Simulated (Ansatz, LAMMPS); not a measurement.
# A frame of liquid (K,Li)I from 1300 K (72 atoms): geometry optimisation

Aim: bring a frame of liquid (K,Li)I from 1300 K (72 atoms) to a nearby minimum of the energy and see what moves.

Method: Kohn-Sham DFT, PBE, PAW (set soft_2, large core), plane waves, in Ansatz 0.2.0.

### 1. The starting structure

The cell holds 72 atoms: 21 K, 15 Li and 36 I. Its edges and angles: a = 15.561 Å, b = 15.561 Å, c = 15.561 Å, α = 90.0°, β = 90.0°, γ = 90.0°. 72 atoms (21 K, 15 Li, 36 I) placed at random at 2.42 g/cm³, melted at 1800 K for 10 ps at fixed volume with the Lennard-Jones and Coulomb ion parameters for SPC/E (Joung and Cheatham, J. Phys. Chem. B 112, 9020 (2008)), full charges. Snapshot at the end of a hold of 20 ps at 1300 K and fixed volume.

What the set-up can't give: The starting topology of bonds comes from the classical model. The ion parameters were fitted for water, not for melts, so the starting structure of this cell may lie well off the real melt's. The Brillouin zone is sampled at Γ only, in a cell whose shortest periodic width is 16 Å. The levels lack spin–orbit coupling, which is large for the heavy elements here.

### 2. The classical run that made the cell

A classical potential supplies the starting structure, since it reaches far longer times than DFT.

This step: classical MD, Lennard-Jones and Coulomb ion parameters for SPC/E (Joung and Cheatham, J. Phys. Chem. B 112, 9020 (2008)), full charges (LAMMPS 22 Jul 2025 - Update 4).

in.lmp reads:

```
# melt-quench of K21Li15I36
units metal
atom_style charge
boundary p p p
region box block 0 15.5611 0 15.5611 0 15.5611
create_box 3 box
mass 1 39.0983   # K
mass 2 6.9400   # Li
mass 3 126.9045   # I
create_atoms 1 random 21 488088 NULL overlap 2.2 maxtry 2000
create_atoms 2 random 15 488095 NULL overlap 2.2 maxtry 2000
create_atoms 3 random 36 488102 NULL overlap 2.2 maxtry 2000
pair_style lj/cut/coul/long 9.0
pair_modify mix arithmetic tail yes
pair_coeff 1 1 0.018634 2.8384   # K
pair_coeff 2 2 0.014602 1.4094   # Li
pair_coeff 3 3 0.001855 5.2011   # I
set type 1 charge 1
set type 2 charge 1
set type 3 charge -1
kspace_style pppm 1.0e-4
neigh_modify delay 0 every 1 check yes
thermo_style custom step time temp pe press density
thermo_modify norm yes
timestep 0.002
thermo 100
min_style cg
minimize 1e-4 1e-4 200 2000
reset_timestep 0
velocity all create 1800 488089 mom yes dist gaussian
fix lim all nve/limit 0.05
fix lan all langevin 1800 1800 0.2 488090 zero yes
thermo 500
run 1000 post no
# [... 10 lines left out ...]
compute msd all msd com yes
thermo 2500
fix md all nvt temp 1300 1300 0.2
run 10000 post no
print "== T1300: mean square displacement over the hold $(c_msd[4]:%.2f) A^2"
unfix md
uncompute msd
write_dump all custom T1300.dump id type xs ys zs modify sort id
```

On the command line:

```bash
$ lmp -in in.lmp -log none -nocite
```

Numbers of over 12 decimals in the logs are rounded to 6 here.

Output:

```text
LAMMPS (22 Jul 2025 - Update 4)
Created orthogonal box = (0 0 0) to (15.5611 15.5611 15.5611)
Created 21 atoms
Created 15 atoms
Created 36 atoms
PPPM initialization ...
  G vector (1/distance) = 0.30349425
  grid = 10 10 10
  estimated relative force accuracy = 7.4776213e-05
   Step          Time           Temp          PotEng         Press         Density
         0   0              0              12.82576       1727965.8      2.4210023
       100   0.2            0             -3.4857823     -4923.8452      2.4210023
       122   0.244          0             -3.4987164     -3998.7157      2.4210023
Loop time of 0.0324363 s on 1 MPI rank(s) for 122 steps with 72 atoms
Minimization stats:
  Stopping criterion = energy tolerance
  Energy initial, next-to-last, final =
      12.8257598838583   -3.4983814120211  -3.49871638059704
  Force two-norm initial, final = 2252.2503 0.41084322
  Iterations, force evaluations = 122 150
   Step          Time           Temp          PotEng         Press         Density
         0   0              1800          -3.4987164      683.956        2.4210023
       500   1              1939.7238     -3.270549       10833.556      2.4210023
      1000   2              1504.0112     -3.2935845      3242.6191      2.4210023
Loop time of 0.176762 s on 1 MPI rank(s) for 1000 steps with 72 atoms
   Step          Time           Temp          PotEng         Press         Density
      1000   2              1504.0112     -3.2935845      3242.6191      2.4210023
      1666   3.332          2061.7778     -3.2443061      12129.655      2.4210023
      2499   4.998          1650.0941     -3.2182626      4931.0664      2.4210023
      3332   6.664          1563.6313     -3.2455109      7074.8185      2.4210023
      4165   8.33           1701.3824     -3.2391031      4332.1064      2.4210023
      4998   9.996          1727.8027     -3.2275993      5034.0418      2.4210023
[... 2 lines left out ...]
Loop time of 0.90301 s on 1 MPI rank(s) for 5000 steps with 72 atoms
   Step          Time           Temp          PotEng         Press         Density
[... 5 lines left out ...]
Loop time of 0.446119 s on 1 MPI rank(s) for 2500 steps with 72 atoms
   Step          Time           Temp          PotEng         Press         Density
[... 2 lines left out ...]
     12500   25             1136.2356     -3.3332741      5128.6857      2.4210023
     15000   30             1321.9405     -3.3159486      3261.6517      2.4210023
     17500   35             1304.7985     -3.2982801      4679.133       2.4210023
     18500   37             1183.7118     -3.340091      -336.89446      2.4210023
Loop time of 1.77141 s on 1 MPI rank(s) for 10000 steps with 72 atoms
== T1300: mean square displacement over the hold 67.47 A^2
```

Elapsed: 3.4 s, on 1 thread of Arm Neoverse V1, shared host; peak memory 0.069 GiB.

### 3. Single point at the start

The forces at the start show how far the geometry lies from a minimum of this functional.

input.yaml reads:

```yaml
crystal:
  lattice:
    - [15.5611, 0.0, 0.0]
    - [0.0, 15.5611, 0.0]
    - [0.0, 0.0, 15.5611]
  atoms:
    - { symbol: K, position: [0.31528, 0.1439, 0.29697] }
    - { symbol: K, position: [0.5394, 0.0123, 0.08985] }
    - { symbol: K, position: [0.6848, 0.82994, 0.57708] }
    - { symbol: K, position: [0.77849, 0.56452, 0.35095] }
    - { symbol: K, position: [0.10376, 0.37077, 0.90919] }
    - { symbol: K, position: [0.35476, 0.94226, 0.68113] }
    - { symbol: K, position: [0.43805, 0.45669, 0.39433] }
    - { symbol: K, position: [0.02083, 0.82866, 0.65945] }
    - { symbol: K, position: [0.814, 0.43393, 0.68003] }
    - { symbol: K, position: [0.63757, 0.64626, 0.97655] }
    - { symbol: K, position: [0.54076, 0.73303, 0.28883] }
    - { symbol: K, position: [0.10167, 0.13382, 0.57374] }
    - { symbol: K, position: [0.99306, 0.2687, 0.30218] }
    - { symbol: K, position: [0.02144, 0.66687, 0.90712] }
    - { symbol: K, position: [0.99014, 0.86965, 0.40336] }
    - { symbol: K, position: [0.13444, 0.53137, 0.24092] }
    - { symbol: K, position: [0.30786, 0.56573, 0.83619] }
    - { symbol: K, position: [0.83682, 0.18216, 0.46904] }
    - { symbol: K, position: [0.29618, 0.76624, 0.09068] }
    - { symbol: K, position: [0.00869, 0.04657, 0.10553] }
    - { symbol: K, position: [0.26788, 0.8525, 0.35589] }
    - { symbol: Li, position: [0.92045, 0.0284, 0.77594] }
    - { symbol: Li, position: [0.57096, 0.30996, 0.23967] }
    - { symbol: Li, position: [0.28195, 0.64686, 0.57509] }
    - { symbol: Li, position: [0.43713, 0.34912, 0.74512] }
    - { symbol: Li, position: [0.80674, 0.24899, 0.95427] }
    - { symbol: Li, position: [0.93107, 0.7354, 0.19866] }
    - { symbol: Li, position: [0.81234, 0.49967, 0.06842] }
    - { symbol: Li, position: [0.78539, 0.83342, 0.94892] }
    - { symbol: Li, position: [0.53768, 0.61175, 0.66717] }
    - { symbol: Li, position: [0.70715, 0.93668, 0.23254] }
    - { symbol: Li, position: [0.10337, 0.45727, 0.59142] }
    - { symbol: Li, position: [0.22542, 0.11592, 0.9435] }
    - { symbol: Li, position: [0.66457, 0.0681, 0.78442] }
    - { symbol: Li, position: [0.51598, 0.87033, 0.85474] }
    - { symbol: Li, position: [0.57146, 0.12385, 0.47271] }
    - { symbol: I, position: [0.39519, 0.3107, 0.2287] }
    - { symbol: I, position: [0.9231, 0.87706, 0.85579] }
    - { symbol: I, position: [0.70936, 0.93517, 0.06444] }
    - { symbol: I, position: [0.3278, 0.33936, 0.87678] }
    - { symbol: I, position: [0.07529, 0.28493, 0.10781] }
    - { symbol: I, position: [0.14416, 0.0498, 0.35582] }
    - { symbol: I, position: [0.98193, 0.33059, 0.53639] }
    - { symbol: I, position: [0.33214, 0.45951, 0.61754] }
    - { symbol: I, position: [0.5902, 0.47854, 0.75272] }
    - { symbol: I, position: [0.45331, 0.03615, 0.85028] }
    - { symbol: I, position: [0.65741, 0.53713, 0.20875] }
    - { symbol: I, position: [0.93532, 0.01266, 0.5914] }
    - { symbol: I, position: [0.83894, 0.68488, 0.57554] }
    - { symbol: I, position: [0.25547, 0.01253, 0.09216] }
    - { symbol: I, position: [0.53864, 0.97427, 0.30426] }
    - { symbol: I, position: [0.09254, 0.55508, 0.7483] }
    - { symbol: I, position: [0.54878, 0.64745, 0.49674] }
    - { symbol: I, position: [0.84046, 0.6933, 0.04648] }
    - { symbol: I, position: [0.9329, 0.52295, 0.20658] }
    - { symbol: I, position: [0.64748, 0.07841, 0.62358] }
    - { symbol: I, position: [0.48445, 0.80292, 0.01105] }
    - { symbol: I, position: [0.10214, 0.8026, 0.19026] }
    - { symbol: I, position: [0.43363, 0.73863, 0.7389] }
    - { symbol: I, position: [0.86953, 0.41984, 0.91286] }
    - { symbol: I, position: [0.814, 0.16985, 0.8075] }
    - { symbol: I, position: [0.22514, 0.82604, 0.55811] }
    - { symbol: I, position: [0.33084, 0.12862, 0.51715] }
    - { symbol: I, position: [0.35522, 0.63383, 0.27237] }
    - { symbol: I, position: [0.82048, 0.04957, 0.3078] }
    - { symbol: I, position: [0.09413, 0.07833, 0.82555] }
    - { symbol: I, position: [0.79296, 0.80049, 0.31925] }
    - { symbol: I, position: [0.19465, 0.57616, 0.01656] }
    - { symbol: I, position: [0.61367, 0.28601, 0.40625] }
    - { symbol: I, position: [0.11708, 0.56228, 0.44213] }
    - { symbol: I, position: [0.7292, 0.23863, 0.11116] }
    - { symbol: I, position: [0.66859, 0.8704, 0.80737] }
kpoints:
  mp_grid: { grid: [1, 1, 1] }
hamiltonian:
  xc: pbe
  pseudopotentials: { kind: paw, core: large }
scf:
  occupations: { method: fixed }
output:
  forces: true
  stress: true
  populations: true
  dos:
    method: { smearing: { sigma: 0.08 } }
    de: 0.1
    projected: { site_lists: { I: [I], K: [K], Li: [Li] } }
  eigenvalues: true
```

On the command line:

```bash
$ ansatz run input.yaml --threads 4 --pin off --max-ram 8192MiB --backend cpu --events-out ev --progress --plain --runs-dir out
```

Output:

```text
Engine: ansatz 0.2.0, aarch64-unknown-linux-gnu
Pseudopotentials: kind: paw
Pseudopotential: K, paw, valence charge 9, recommended cutoff 420 eV (normal), K.paw.azcp
Pseudopotential: Li, paw, valence charge 3, recommended cutoff 420 eV (normal), Li.paw.azcp
Pseudopotential: I, paw, valence charge 7, recommended cutoff 420 eV (normal), I.paw.azcp#standard-large-core
[... 5 lines on functional and potentials left out ...]
Crystal: 72 atoms, lattice volume = 3768.087 Å³
Basis set: ecut = 420 eV, 73525 PW (Γ), exchange–correlation on 216×216×216 points (8 copies of the dense FFT grid, shifted against one another)
Bands: 315, of which v1, the nominal top of the filled ones, is band 243 counted from 1 (242 counted from 0)
Symmetry: 1 space group operations
Space group: P1 (ITA 1), of the structure as read, at distance tolerance 1.6e-4 Å
k-points: 1
[... 7 lines on functional and potentials left out ...]
Initial density: superposition of atomic densities (chi_scale 0.1, normalization cell, long waves kept (reshape's long-wave potential 0.57 eV rms))
Initial wavefunctions: pseudopotential atomic-orbital guess
Functional: x = pbe(κ = 0.804, μ = 0.219515), c = pbe(β = 0.066725)
SCF iter   1: F=—  HF=-221506.213339 eV  |F-HF|=—  |Δ(HF+E_count)|=         —  Δρ=2.35e-2  dr2=4.53e1  ethr=3.10e-3  ⟨swp⟩=6.0  Hψ=1149  notcnv=0  defer=70
preconditioner: auto → Resta (q_TF=auto, 1.939 Å⁻¹)  ε∞=3.7  [insulator: Δε(μ)=0.959 eV  Ē_g=5.419 eV  n_scr=460 (ndim 8)  ℏωp=8.9 eV  f_vac=0.066  ε∞_Penn≈3.7]
SCF iter   2: F=—  HF=-221491.635138 eV  |F-HF|=—  |Δ(HF+E_count)|=    1.46e1  Δρ=9.30e-3  dr2=1.02e1  ethr=3.10e-3  ⟨swp⟩=4.0  Hψ=604  notcnv=0  defer=70
SCF iter   3: F=—  HF=-221488.120977 eV  |F-HF|=—  |Δ(HF+E_count)|=    3.51e0  Δρ=3.03e-3  dr2=1.02e0  ethr=2.09e-3  ⟨swp⟩=4.0  Hψ=857  notcnv=0  defer=69
SCF iter   4: F=—  HF=-221488.134365 eV  |F-HF|=—  |Δ(HF+E_count)|=   1.34e-2  Δρ=7.34e-4  dr2=5.87e-2  ethr=2.09e-4  ⟨swp⟩=5.0  Hψ=368  notcnv=0  defer=70
SCF iter   5: F=—  HF=-221488.175992 eV  |F-HF|=—  |Δ(HF+E_count)|=   4.16e-2  Δρ=2.62e-4  dr2=6.19e-3  ethr=1.21e-5  ⟨swp⟩=4.0  Hψ=563  notcnv=0  defer=70
SCF iter   6: F=—  HF=-221488.184407 eV  |F-HF|=—  |Δ(HF+E_count)|=   8.42e-3  Δρ=8.28e-5  dr2=5.84e-4  ethr=1.27e-6  ⟨swp⟩=4.0  Hψ=460  notcnv=0  defer=70
SCF iter   7: F=—  HF=-221488.185206 eV  |F-HF|=—  |Δ(HF+E_count)|=   7.98e-4  Δρ=3.79e-5  dr2=7.23e-5  ethr=1.20e-7  ⟨swp⟩=2.0  Hψ=457  notcnv=0  defer=70
SCF iter   8: F=—  HF=-221488.188046 eV  |F-HF|=—  |Δ(HF+E_count)|=   2.84e-3  Δρ=9.34e-6  dr2=7.24e-6  ethr=1.49e-8  ⟨swp⟩=2.0  Hψ=556  notcnv=0  defer=70
SCF iter   9: F=—  HF=-221488.188052 eV  |F-HF|=—  |Δ(HF+E_count)|=   6.05e-6  Δρ=2.17e-6  dr2=5.51e-7  ethr=1.49e-9  ⟨swp⟩=2.0  Hψ=454  notcnv=0  defer=70
SCF iter  10: F=-221488.188052 eV  HF=-221488.188052 eV  |F-HF|=2.74e-8  |Δ(HF+E_count)|=   3.27e-7  Δρ=7.31e-7  dr2=4.93e-8  ethr=2.06e-11  ⟨swp⟩=29.0  Hψ=2850  notcnv=0
SCF 1 converged in 10 iterations: F = -221488.188052 eV  dr2 = 4.93e-8
  greatest PAW one-centre occupation: 1.000 electrons in one spin orbital (limit 2), on the Li atom at site 34 (counted from 0), in its partial waves of l = 0
SCF converged after 10 iterations
Free energy (F): -221488.188052 eV
Harris-Foulkes:  -221488.188052 eV  (|F-HF|=2.74e-8)
Internal energy: -221488.188052 eV  (E = F + TS)
E sigma→0 (E₀):  -221488.188052 eV
Fermi energy:    0.297614 eV
--- Per-component energies (eV) ---
  E_band       = -5249.450960
  E_kinetic    = 8898.422332
  E_local      = -28189.002092  (includes V_loc(G=0)·N_el)
  E_nonlocal   = 2775.829337
  E_hartree    = 9720.608494
  E_xc         = -18480.859711
  E_vxc        = -7517.291615  (∫ρ·V_xc dr)
  E_paw        = -179086.733636  (= ΣΔE_a)
  E_vpaw       = -658.631635  (= ΣTr[D̂ρ^β])
  E_aug_tail   = 0.001639  (compensation charges beyond the density's cutoff)
  E_ewald      = -17126.454416
  E_smearing   = -0.000000  (= −TS)
  E_closure    = 0.000000  (closes the sum)
  Σ components = -221488.188052   (vs F -221488.188052, Δ=0.00e0)
--- Forces (eV/Å), atoms counted from 1 ---
  atom   1  K      0.08139520    -0.42549694     0.02045305
  atom   2  K     -1.23212413     0.64239902    -0.15696028
  atom   3  K     -0.05665782     0.11047849    -0.00682216
  atom   4  K      0.69390554     0.37855228     1.08928623
  atom   5  K      0.02588756     0.13500066     0.04619077
  atom   6  K      0.10398038     0.36436081    -0.07137500
  atom   7  K     -0.01640122     0.03567774     0.08993571
  atom   8  K     -0.09751683    -0.35561869     0.11129629
  atom   9  K     -0.00695094     0.15215670     0.17609657
  atom  10  K     -0.22816097    -0.04895164     0.01872706
  atom  11  K      0.31990356     0.04146420    -0.06830271
  atom  12  K      0.59580829     0.15374571    -0.00594886
  atom  13  K      0.02245042     0.01693471    -0.15833476
  atom  14  K     -0.19334452     0.11224388     0.39129179
[...]
atom  71  I     -0.10774053     0.13755785    -0.08260915
  atom  72  I      0.64871243    -0.06889312    -0.21663428
  max |Σ_I F_I| component: 3.57e-5 eV/Å
--- Stress (GPa, compression-positive) ---
       -0.103668       0.019681       0.057357
        0.019681      -0.637910      -0.057217
        0.057357      -0.057217      -0.137859
  P = ⅓ Tr σ = -0.2931 GPa (-2.931 kbar)
--- Band table (eV) ---
  k-point 0: bands = ["-46.7031", "-46.1571", "-46.0549", "-46.0414", [... 299 levels ...], "5.7802", "5.8112", "5.8264", "5.8773", "5.8886", "5.9104", "5.9546", "5.9590", "5.9678", "5.9842", "6.0274", "6.0320"]
--- Löwdin populations: 72 sites ---
  site symbol       q [e]
     0      K      8.2733
     1      K      8.2591
     2      K      8.2627
[...]
71      I      7.5874
  spilling = 0.004521 (of n_electrons = 486.000000)
```

The job ended after 54 s (4 threads of Arm Neoverse V1, shared host; peak memory 3.6 GiB; 3.5 min of CPU time).

In the SCF lines HF is the Harris–Foulkes energy and dr2 the Hartree energy of the density residual, in eV; the loop may stop once dr2 is under the threshold and the program's other checks hold. Hψ counts applications of the Hamiltonian.

The program notes that potentials were chosen by core size.

The run gave:

* free energy: -221488.1881 eV
* free energy per atom: -3076.2248 eV/atom
* SCF cycles: 10
* pressure: -0.2931 GPa
* r.m.s. force component: 0.2974 eV/Å
* longest force: 1.497 eV/Å
* Fermi energy: 0.2976 eV
* gap (highest filled to lowest empty level): 2.62 eV
* spilling of the projection: 0.004521

The r.m.s. force component of 0.30 eV/Å and the pressure of -0.29 GPa set the starting point.

Length of the force by element:

| element | coordination | atoms | mean length of the force (eV/Å) | spread | least | most |
| --- | --- | --- | --- | --- | --- | --- |
| I | all | 36 | 0.439 | 0.317 | 0.0352 | 1.50 |
| K | all | 21 | 0.435 | 0.346 | 0.0981 | 1.40 |
| Li | all | 15 | 0.348 | 0.129 | 0.177 | 0.618 |

[end of part 1 of 3]

[Logs are printed without paths, hosts, clocks, repeated set-up lines and the standing remarks that a program may print on its own settings, such as how far it seeks lower states.]

[Hosts, paths, dates, database ids (printed as entryN), source tags and the programs' standing remarks are cut or masked in the printed files.]
